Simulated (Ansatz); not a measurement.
# What H2Pb (model cell, started as rutile) distorts into

Wanted: the energy along a soft mode of H2Pb (model cell, started as rutile) and the structure at the end.

Main program and level: Ansatz 0.2.0; DFT PBEsol, scalar-relativistic, plane waves, PAW.

The structure was built from a prototype and need not be the compound's stable phase.

## 1. The starting structure

The structure is tetragonal, space group P4_2/mnm (No. 136). The conventional cell has a = 4.954 Å, b = 4.954 Å, c = 3.759 Å, α = 90.00°, β = 90.00°, γ = 90.00°. Nearest to Pb lie 6 H at 2.21 to 2.28 Å. H has 3 Pb at 2.21 to 2.28 Å nearest. Farther neighbours are not listed.

## 2. Phonons on a q mesh

The cell comes from relaxations at this level that are not shown. Stability and thermal properties need the whole zone. Linear response on a 2×2×2 q mesh gives force constants as far as a supercell of that size would.

Input file input.yaml:

```yaml
crystal:
  lattice:
    - [4.9543492694, 0.0, 0.0]
    - [0.0, 4.9543492694, 0.0]
    - [0.0, 0.0, 3.7593839155]
  atoms:
    - { symbol: Pb, position: [0.0, 0.0, 0.0] }
    - { symbol: Pb, position: [0.5, 0.5, 0.5] }
    - { symbol: H, position: [0.3153257571, 0.3153257571, 0.0] }
    - { symbol: H, position: [0.6846742429, 0.6846742429, 0.0] }
    - { symbol: H, position: [0.8153257571, 0.1846742429, 0.5] }
    - { symbol: H, position: [0.1846742429, 0.8153257571, 0.5] }
kpoints:
  mp_grid: { grid: [6, 6, 8] }
hamiltonian:
  xc: pbesol
scf:
  occupations: { method: methfessel_paxton, width: 0.15 }
output:
  eigenvalues: true
phonons:
  method: dfpt
  qmesh: [2, 2, 2]
  temperatures: { t_max: 1000, t_step: 50 }
  qpath:
    path:
      - [[0.0, 0.0, 0.0], [0.0, 0.5, 0.0], [0.5, 0.5, 0.0], [0.0, 0.0, 0.0], [0.0, 0.0, 0.5], [0.0, 0.5, 0.5], [0.5, 0.5, 0.5], [0.0, 0.0, 0.5]]
      - [[0.0, 0.5, 0.0], [0.0, 0.5, 0.5]]
      - [[0.5, 0.5, 0.0], [0.5, 0.5, 0.5]]
    npoints: 10
```

The run is started by

```
ansatz run input.yaml --threads 8 --pin off --max-ram 14336MiB --backend cpu --events-out ev --progress --plain --runs-dir out
```

Numbers of over 12 decimals in the logs are rounded to 6 here.

The log of the run:

```text
Warning: phonons: the dynamical matrix that this run interpolates holds no multipole term above the dipole-dipole one, and a site of this crystal is no centre of inversion, so its interpolated transverse optical and acoustic branches and sound speeds can stay off near Gamma, and the density of states and the thermodynamics with them. What a run solves at a wave vector of phonons.qpoints, Gamma apart, where the deck admits one, is free of this, and under fd what a larger phonons.supercell samples
Engine: ansatz 0.2.0, aarch64-unknown-linux-gnu
Pseudopotentials: kind: paw
Pseudopotential: Pb, paw, valence charge 14, recommended cutoff 420 eV (normal), Pb.paw.azcp
Pseudopotential: H, paw, valence charge 1, recommended cutoff 420 eV (normal), H.paw.azcp
Functional definition: PBEsol
  exchange = pbesol_x
  correlation = pbesol_c
Crystal: 6 atoms, lattice volume = 92.276 Å³
Basis set: ecut = 420 eV, 1833 PW (Γ), exchange–correlation on 72×72×60 points (8 copies of the dense FFT grid, shifted against one another)
Bands: 22, of which v1, the nominal top of the filled ones, is band 16 counted from 1 (15 counted from 0)
Symmetry: 16 space group operations
k-points: 50 of 288
Non-local potential: Pb, projectors of the file, l = 0: 2, l = 1: 2, l = 2: 2, l = 3: 2
Non-local potential: H, projectors of the file, l = 0: 2, l = 1: 1
PAW form: soft (Blöchl's): semilocal exchange-correlation on the pseudo side does not see the compensation charge
PAW frozen core: Pb, regenerated for the run's functional, and the local potential with it (the file was generated under x = pbe(κ = 0.804, μ = 0.219515), c = pbe(β = 0.066725))
PAW one-centre angular grid: Pb, 590 points (default); XC on 64 Gauss nodes
PAW one-centre angular grid: H, 110 points (default); XC on 64 Gauss nodes
Initial density: superposition of atomic densities (neutral atoms: chi_scale 0, normalization atom), corrected by the library's trained network
Initial wavefunctions: pseudopotential atomic-orbital guess
Functional: x = pbesol(κ = 0.804, μ = 0.123457), c = pbesol(β = 0.046)
SCF iter   1: F=—  HF=-23569.821357 eV  |F-HF|=—  |Δ(HF+E_count)|=         —  Δρ=9.73e-3  dr2=7.98e-2  ethr=1.77e-3  ⟨swp⟩=6.2  Hψ=5324  notcnv=0
preconditioner: auto → Resta (q_TF=auto, 2.287 Å⁻¹)  ε∞=2.9  [insulator: Δε(μ)=0.153 eV  Ē_g=16.065 eV  σ=0.150 eV  W_gap=0.61  n_scr=18 (ndim 8)  ℏωp=21.9 eV  f_vac=0.001  D(μ)=1.38/eV (n_scr^D=4)  ε∞_Penn≈2.9]
SCF iter   2: F=—  HF=-23569.796481 eV  |F-HF|=—  |Δ(HF+E_count)|=   2.49e-2  S|Δr|=    0.00e0  Δρ=3.67e-3  dr2=1.21e-2  ethr=2.49e-4  ⟨swp⟩=1.1  Hψ=1508  notcnv=0  defer=2
SCF iter   3: F=—  HF=-23569.792600 eV  |F-HF|=—  |Δ(HF+E_count)|=   3.88e-3  S|Δr|=    0.00e0  Δρ=3.38e-4  dr2=1.00e-4  ethr=3.77e-5  ⟨swp⟩=2.0  Hψ=1247  notcnv=0  defer=2
SCF iter   4: F=—  HF=-23569.792640 eV  |F-HF|=—  |Δ(HF+E_count)|=   4.01e-5  S|Δr|=    0.00e0  Δρ=1.59e-4  dr2=2.05e-5  ethr=3.12e-7  ⟨swp⟩=2.1  Hψ=1435  notcnv=0  defer=2
SCF iter   5: F=—  HF=-23569.792654 eV  |F-HF|=—  |Δ(HF+E_count)|=   1.45e-5  S|Δr|=    0.00e0  Δρ=3.09e-5  dr2=7.81e-7  ethr=6.40e-8  ⟨swp⟩=2.0  Hψ=1333  notcnv=0  defer=2
SCF iter   6: F=—  HF=-23569.792653 eV  |F-HF|=—  |Δ(HF+E_count)|=   8.64e-7  S|Δr|=    0.00e0  Δρ=6.09e-6  dr2=3.82e-8  ethr=2.44e-9  ⟨swp⟩=2.0  Hψ=1848  notcnv=0  defer=2
SCF iter   7: F=—  HF=-23569.792653 eV  |F-HF|=—  |Δ(HF+E_count)|=   2.31e-8  S|Δr|=    0.00e0  Δρ=2.22e-6  dr2=3.41e-9  ethr=1.19e-10  ⟨swp⟩=3.0  Hψ=1868  notcnv=0  defer=2
SCF iter   8: F=—  HF=-23569.792653 eV  |F-HF|=—  |Δ(HF+E_count)|=  8.55e-10  S|Δr|=    0.00e0  Δρ=2.85e-7  dr2=7.41e-11  ethr=1.06e-11  ⟨swp⟩=2.0  Hψ=1782  notcnv=0  defer=2
SCF iter   9: F=-23569.792653 eV  HF=-23569.792653 eV  |F-HF|=3.64e-12  |Δ(HF+E_count)|=  2.91e-11  S|Δr|=    0.00e0  Δρ=4.15e-8  dr2=1.02e-12  ethr=1.00e-12  ⟨swp⟩=10.3  Hψ=6321  notcnv=0
SCF 1 converged in 9 iterations: F = -23569.792653 eV  dr2 = 1.02e-12
  greatest PAW one-centre occupation: 0.980 electrons in one spin orbital (limit 2), on the Pb atom at site 1 (counted from 0), in its partial waves of l = 2
Initial density: read from a saved state, or passed on in memory by an earlier SCF of this step, an earlier step, the calling program or the single point that the run made first
iter 1 solved again at ethr=4.16e-7 eV; its pass at ethr=3.10e-3 eV (dr2=1.33e-4 eV) is discarded
SCF iter   1: F=—  HF=-23569.792656 eV  |F-HF|=—  |Δ(HF+E_count)|=         —  Δρ=1.41e-6  dr2=1.03e-9  ethr=4.16e-7  ⟨swp⟩=3.5  Hψ=8425  notcnv=0
eigensolver tolerance schedule: the retry pair's looser diagonalisation over-reported the residual by 129855.56 of it (diagonalisation noise at an unbounded share of the residual, at the tolerance the schedule requests for it); recorded, not acted on — ethr = c·dr2/N_el stays at c = 1.0e-1
preconditioner: auto → Kerker (q_TF=auto, 2.287 Å⁻¹)  [metal: Δε(μ)=0.039 eV  Ē_g=16.042 eV  σ=0.150 eV  W_gap=0.22  n_scr=18 (ndim 8)  ℏωp=21.9 eV  f_vac=0.000  D(μ)=1.39/eV (n_scr^D=4)]
SCF iter   2: F=—  HF=-23569.792653 eV  |F-HF|=—  |Δ(HF+E_count)|=   2.82e-6  S|Δr|=    0.00e0  Δρ=7.53e-7  dr2=3.05e-10  ethr=3.20e-12  ⟨swp⟩=3.7  Hψ=2627  notcnv=0
SCF iter   3: F=—  HF=-23569.792653 eV  |F-HF|=—  |Δ(HF+E_count)|=  9.09e-11  S|Δr|=    0.00e0  Δρ=4.77e-7  dr2=1.20e-10  ethr=1.00e-12  ⟨swp⟩=1.0  Hψ=1125  notcnv=0
SCF iter   4: F=—  HF=-23569.792653 eV  |F-HF|=—  |Δ(HF+E_count)|=  3.64e-11  S|Δr|=    0.00e0  Δρ=2.29e-7  dr2=2.67e-11  ethr=1.00e-12  ⟨swp⟩=1.0  Hψ=1100  notcnv=0
SCF iter   5: F=—  HF=-23569.792653 eV  |F-HF|=—  |Δ(HF+E_count)|=  1.09e-11  S|Δr|=    0.00e0  Δρ=1.70e-7  dr2=1.48e-11  ethr=1.00e-12  ⟨swp⟩=3.1  Hψ=3051  notcnv=0
SCF iter   6: F=-23569.792653 eV  HF=-23569.792653 eV  |F-HF|=3.64e-12  |Δ(HF+E_count)|=    0.00e0  S|Δr|=    0.00e0  Δρ=6.94e-8  dr2=2.48e-12  ethr=1.00e-12  ⟨swp⟩=2.0  Hψ=2099  notcnv=0
SCF 2 converged in 6 iterations: F = -23569.792653 eV  dr2 = 2.48e-12
phonons: the bands overlap, so this run is a metal and interpolates without the dipole-dipole term. If the crystal is really an insulator or semiconductor, its LO-TO splitting is missing
NSCF: frozen V_eff on 50 k-points
NSCF: frozen V_eff on 100 k-points
DFPT response loops at q = (0, 0, 0) (fractional): preconditioner auto → Kerker (q_TF=auto, 2.287 Å⁻¹) (partly filled bands, converged f_vac=0.000); β = 1.00, the filter's whole step (`scf.mixing.beta` (0.50) is not read by the response loops under this deck's `scf.mixing.preconditioner`; to damp them name `kerker` or `kerker_dos`, under which they read `scf.mixing.beta`, and type it under 1.00, their step now; both keys bind the ground state too); Broyden in place of MSR1
NSCF: frozen V_eff on 200 k-points
DFPT response loops at q = (0, 0, -0.5) (fractional): mixed as the last ones told, above
NSCF: frozen V_eff on 200 k-points
DFPT response loops at q = (0, -0.5, 0) (fractional): mixed as the last ones told, above
NSCF: frozen V_eff on 200 k-points
DFPT response loops at q = (0, -0.5, -0.5) (fractional): mixed as the last ones told, above
NSCF: frozen V_eff on 200 k-points
DFPT response loops at q = (-0.5, -0.5, 0) (fractional): mixed as the last ones told, above
NSCF: frozen V_eff on 200 k-points
DFPT response loops at q = (-0.5, -0.5, -0.5) (fractional): mixed as the last ones told, above
SCF converged after 9 iterations
Stability not checked: this state was not tested for a lower state beside it, because cold or Methfessel-Paxton smearing, or corrected tetrahedra, fill the levels in a way that the test cannot read (fill_not_monotonic; see scf.lower_state_search)
Free energy (F): -23569.792653 eV
Harris-Foulkes:  -23569.792653 eV  (|F-HF|=3.64e-12)
Internal energy: -23569.790624 eV  (E = F + TS)
E sigma→0 (E₀):  -23569.792146 eV
Entropy (-TS):   -0.002030 eV (-0.338 meV/atom)
Fermi energy:    6.982508 eV
--- Per-component energies (eV) ---
  E_band       = -187.082317
  E_kinetic    = 626.788916
  E_local      = -2523.985347  (includes V_loc(G=0)·N_el)
  E_nonlocal   = 709.029321
  E_hartree    = 990.124429
  E_xc         = -471.770202
  E_vxc        = -309.275908  (∫ρ·V_xc dr)
  E_paw        = -20511.302160  (= ΣΔE_a)
  E_vpaw       = -669.884279  (= ΣTr[D̂ρ^β])
  E_aug_tail   = -0.003908  (compensation charges beyond the density's cutoff)
  E_ewald      = -2388.795905
  E_core_change = 0.124233  (= ΣΔE_core)
  E_smearing   = -0.002030  (= −TS)
  E_closure    = -0.000000  (closes the sum)
  Σ components = -23569.792653   (vs F -23569.792653, Δ=0.00e0)
--- Band table (eV; the first three rows and the last of 50) ---
  k-point 0: bands = [... 12 lower, 1.9760, 1.9760, 5.3964, 8.3554, 9.3089, 9.5230, 9.5230, 9.8669, ... 2 higher]
  k-point 1: bands = [... 12 lower, 2.1435, 2.1435, 4.3050, 8.3350, 9.1445, 9.4546, 9.6363, 9.6363, ... 2 higher]
  k-point 2: bands = [... 12 lower, 2.6048, 2.6048, 2.6769, 6.1406, 9.3430, 9.3430, 9.8934, 10.1240, ... 2 higher]
  k-point 49: bands = [... 12 lower, 1.8331, 1.8331, 2.7900, 2.7900, 6.1066, 6.1066, 12.3770, 12.3770, ... 2 higher]
--- Phonons (Γ-DFPT): 4 representative perturbations + reference (Σ response iterations 13) ---
  ASR residual: 1.735e-5 → 0.000e0 eV/Å²; symmetrization residual: 6.101e-7 eV/Å²
  ASR residual per site (eV/Å²): 1.73e-5 1.73e-5 3.84e-6 3.84e-6 3.84e-6 3.84e-6
  Γ frequencies (cm⁻¹): -431.21 -215.45 0.00 0.00 0.00 53.03 78.76 78.76 156.36 346.58 346.58 431.32 431.32 526.29 718.42 718.42 959.12 1068.84
--- Phonons (arbitrary-q DFPT): 6 irreducible q on the 2×2×2 mesh ---
  q = [0.0000, 0.0000, 0.0000] (star 1, of the zone-centre solve; hermiticity 3.39e-7, symmetrization 2.98e-12): -431.21 -215.45 0.00 0.00 0.00 53.03 78.76 78.76 156.36 346.58 346.58 431.32 431.32 526.29 718.42 718.42 959.12 1068.84
  q = [0.0000, 0.0000, -0.5000] (star 1, 4 solved perturbations in 330 linear systems a pass and spin channel, the states on 100 of 288 k-point pairs; hermiticity 1.95e-7, symmetrization 2.55e-12): -773.33 -773.33 -193.82 -193.82 56.69 56.69 59.67 59.67 103.67 103.67 400.17 400.17 661.04 661.04 677.78 677.78 929.67 929.67
  q = [0.0000, -0.5000, 0.0000] (star 2, 6 solved perturbations on 100 of 288 k-point pairs; hermiticity 3.19e-7, symmetrization 2.97e-13): -209.94 -209.94 37.57 37.57 49.53 49.53 60.50 60.50 253.07 253.07 463.20 463.20 733.15 733.15 752.66 752.66 899.66 899.66
  q = [0.0000, -0.5000, -0.5000] (star 2, 6 solved perturbations on 100 of 288 k-point pairs; hermiticity 2.89e-7, symmetrization 2.04e-13): -611.23 -611.23 42.62 42.62 58.31 58.31 98.54 98.54 274.12 274.12 288.80 288.80 589.09 589.09 679.74 679.74 973.67 973.67
  q = [-0.5000, -0.5000, 0.0000] (star 1, 4 solved perturbations in 330 linear systems a pass and spin channel, the states on 100 of 288 k-point pairs; hermiticity 2.38e-7, symmetrization 1.73e-12): -309.08 -309.08 11.17 11.17 34.27 34.27 55.07 55.07 303.89 303.89 376.17 376.17 476.62 476.62 730.49 730.49 998.42 998.42
  q = [-0.5000, -0.5000, -0.5000] (star 1, 4 solved perturbations in 330 linear systems a pass and spin channel, the states on 100 of 288 k-point pairs; hermiticity 1.90e-7, symmetrization 1.04e-12): -675.04 -675.04 42.96 42.96 64.28 64.28 99.20 99.20 346.02 346.02 395.30 395.30 650.29 650.29 664.80 664.80 938.74 938.74
  sum rule: each row above includes the acoustic sum rule's correction from the zone centre's row sums; it moved no ω² by more than (1.02 cm⁻¹)²
  mesh force constants: q→R imaginary residual 2.38e-17; ASR residual 1.735e-5 → 0.000e0 eV/Å²; symmetrization residual 1.776e-15 eV/Å²
  interpolated dispersion: 93 rows × 18 modes
  density of states and harmonic sums: on the 14×14×16 q-mesh, interpolated from the force constants of a 2×2×2 supercell (no non-analytic term)
  largest difference from the sums on the solved wave vectors: F 1.89e-1 eV, S 2.69e-4 and C_V 9.56e-5 eV/K
  zero-point energy: 0.376710 eV/cell   skipped modes (ω ≤ 0): 571, of them read as no rigid motion or as one in doubt: 568 (1.663e0 modes/cell left out, lowest -773.33 cm⁻¹)   left out of the sums: 9.24e-2 of the cell's modes: C_V's classical limit lies that fraction below 3 k_B per atom; for a crystal, a wire or a layer, F and S can be off by more, and a phonons.interpolated_qmesh denser along its periods is the remedy for the sampling
```

Wall time 83 s (8 threads of Arm Neoverse V1, shared host); peak memory 0.93 GiB; 10 min of CPU time.

This step gave:

- volume per atom: 15.38 Å³
- gap on the k-mesh: 0 eV
- sum-rule residual before enforcement: 1.73e-5 eV/Å²
- lowest frequency on the path: -773.3 cm⁻¹
- point group: 4/mmm
- highest frequency on the path or at a solved wavevector: 1069 cm⁻¹
- highest optical mode at the zone centre (no LO-TO term): 1069 cm⁻¹
- lowest optical zone-centre mode: -431.2 cm⁻¹
- lowest mode on the q mesh (acoustic modes at Γ apart): -773.3 cm⁻¹

Frequencies (cm⁻¹) solved at each irreducible wavevector; negative means imaginary. Frequencies by wavevector, by row:

```
q in reciprocal lattice units  star  mode 1  mode 2  mode 3  mode 4  mode 16  mode 17  mode 18
                        0 0 0     1  -431.2  -215.4       0       0    718.4    959.1     1069
                     0 0 -0.5     1  -773.3  -773.3  -193.8  -193.8    677.8    929.7    929.7
                     0 -0.5 0     2  -209.9  -209.9    37.6    37.6    752.7    899.7    899.7
                  0 -0.5 -0.5     2  -611.2  -611.2    42.6    42.6    679.7    973.7    973.7
                  -0.5 -0.5 0     1  -309.1  -309.1    11.2    11.2    730.5    998.4    998.4
               -0.5 -0.5 -0.5     1    -675    -675      43      43    664.8    938.7    938.7
```

Interpolated from a 2×2×2 q mesh, rough between the solved points. The phonon branches at the labelled points (cm⁻¹):

```
    point  branch 1  branch 2  branch 3  branch 4  branch 15  branch 16  branch 17  branch 18
        Γ      -431      -215         0         0        718        718        959       1069
  halfway      -360      -176        20        30        736        736        918       1028
        X      -210      -210        38        38        753        753        900        900
  halfway      -264      -264        35        35        742        742        965        965
        M      -309      -309        11        11        730        730        998        998
  halfway      -332      -199        20        22        735        742        856       1035
        Γ      -431      -215         0         0        718        718        959       1069
  halfway      -233      -233        22        22        567        567        931       1012
        Z      -773      -773      -194      -194        678        678        930        930
  halfway      -698      -698       -51       -51        677        677        955        955
        R      -611      -611        43        43        680        680        974        974
  halfway      -643      -643        50        50        673        673        959        959
        A      -675      -675        43        43        665        665        939        939
  halfway      -694      -644        48        48        664        695        930        979
        Z      -773      -773      -194      -194        678        678        930        930
jump to X      -210      -210        38        38        753        753        900        900
  halfway        20        20        50        50        674        674        932        932
        R      -611      -611        43        43        680        680        974        974
jump to M      -309      -309        11        11        730        730        998        998
  halfway        11        11        62        62        578        578        964        964
        A      -675      -675        43        43        665        665        939        939
```

Symmetry leaves 6 wavevectors to solve. The lowest mode among them, the acoustic zeros apart, lies at q = (0, 0, -0.5) and is imaginary, 773.3i cm⁻¹, so the energy falls along it.

## 3. The mode frozen in, largest atomic shift 0 Å

The mode followed lies at q = (-0.5, -0.5, -0.5) with frequency 675.0i cm⁻¹ and is 2-fold degenerate, one of the unstable modes though not the softest. At small amplitude the distorted cell has space group no. 24 by a symmetry search on the positions. The undistorted cell that holds it gives the zero of energy on the same k mesh.

System of this step: H2Pb (model cell, started as rutile). It takes space group P4_2/mnm (No. 136, tetragonal). The conventional cell has a = 4.954 Å, b = 4.954 Å, c = 3.759 Å, α = 90.00°, β = 90.00°, γ = 90.00°. Nearest to Pb lie 6 H at 2.21 to 2.28 Å. Nearest to H lie 3 Pb at 2.21 to 2.28 Å. Farther neighbours are not listed.

Input file input.yaml:

```yaml
crystal:
  lattice:
    - [4.9543492694, 0.0, 3.7593839155]
    - [4.9543492694, 0.0, -3.7593839155]
    - [0.0, 4.9543492694, 3.7593839155]
  atoms:
    - { symbol: Pb, position: [0.0, 0.0, 0.0] }
    - { symbol: Pb, position: [0.5, 0.5, 0.0] }
    - { symbol: Pb, position: [0.25, 0.25, 0.5] }
    - { symbol: Pb, position: [0.75, 0.75, 0.5] }
    - { symbol: H, position: [0.0, 0.3153257571, 0.3153257571] }
    - { symbol: H, position: [0.5, 0.8153257571, 0.3153257571] }
    - { symbol: H, position: [0.0, 0.6846742429, 0.6846742429] }
    - { symbol: H, position: [0.5, 0.1846742429, 0.6846742429] }
    - { symbol: H, position: [0.5653257571, 0.25, 0.1846742429] }
    - { symbol: H, position: [0.0653257571, 0.75, 0.1846742429] }
    - { symbol: H, position: [0.9346742429, 0.25, 0.8153257571] }
    - { symbol: H, position: [0.4346742429, 0.75, 0.8153257571] }
kpoints:
  mp_grid: { grid: [6, 6, 6] }
hamiltonian:
  xc: pbesol
scf:
  occupations: { method: methfessel_paxton, width: 0.15 }
output:
  forces: true
  stress: true
  eigenvalues: true
```

The log of the run:

```text
[...]
Crystal: 12 atoms, lattice volume = 184.552 Å³
Basis set: ecut = 420 eV, 3649 PW (Γ), exchange–correlation on 90×90×90 points (8 copies of the dense FFT grid, shifted against one another)
Bands: 44, of which v1, the nominal top of the filled ones, is band 32 counted from 1 (31 counted from 0)
Symmetry: 32 space group operations
[...]
k-points: 30 of 216
[...]
k-point 0: bands = [... 28 lower, 2.7938, 2.7938, 5.4013, 6.1068, 6.1068, 8.3561, 9.3097, 9.5238, ... 8 higher]
  k-point 1: bands = [... 28 lower, 3.5577, 3.5577, 5.1246, 6.3861, 6.3861, 7.9899, 8.5230, 9.2855, ... 8 higher]
  k-point 2: bands = [... 28 lower, 4.5249, 4.8481, 4.8481, 6.3552, 7.0213, 7.0213, 9.0075, 9.2620, ... 8 higher]
  k-point 29: bands = [... 28 lower, 3.5240, 3.5240, 7.6646, 7.6646, 7.7298, 7.7298, 10.0077, 10.0077, ... 8 higher]
[key lines of the parts left out:]
SCF converged after 7 iterations
Free energy (F): -47139.549020 eV
Fermi energy:    6.932391 eV
P = ⅓ Tr σ = 0.0977 GPa (0.977 kbar)
```

The job ended after 2.2 s (8 threads; peak memory 0.78 GiB).

Numbers from this step:

```yaml
pressure: 0.09769 GPa
energy_from_the_undistorted_cell: 0 meV/atom
```

The run ends at a pressure of 0.10 GPa, with forces up to 0.0061 eV/Å.

[end of part 1 of 2]

[Logs are printed without paths, hosts, clocks, repeated set-up lines and the standing remarks that a program may print on its own settings, such as how far it seeks lower states.]

[Hosts, paths, dates, database ids (printed as entryN), source tags and the programs' standing remarks are cut or masked in the printed files.]
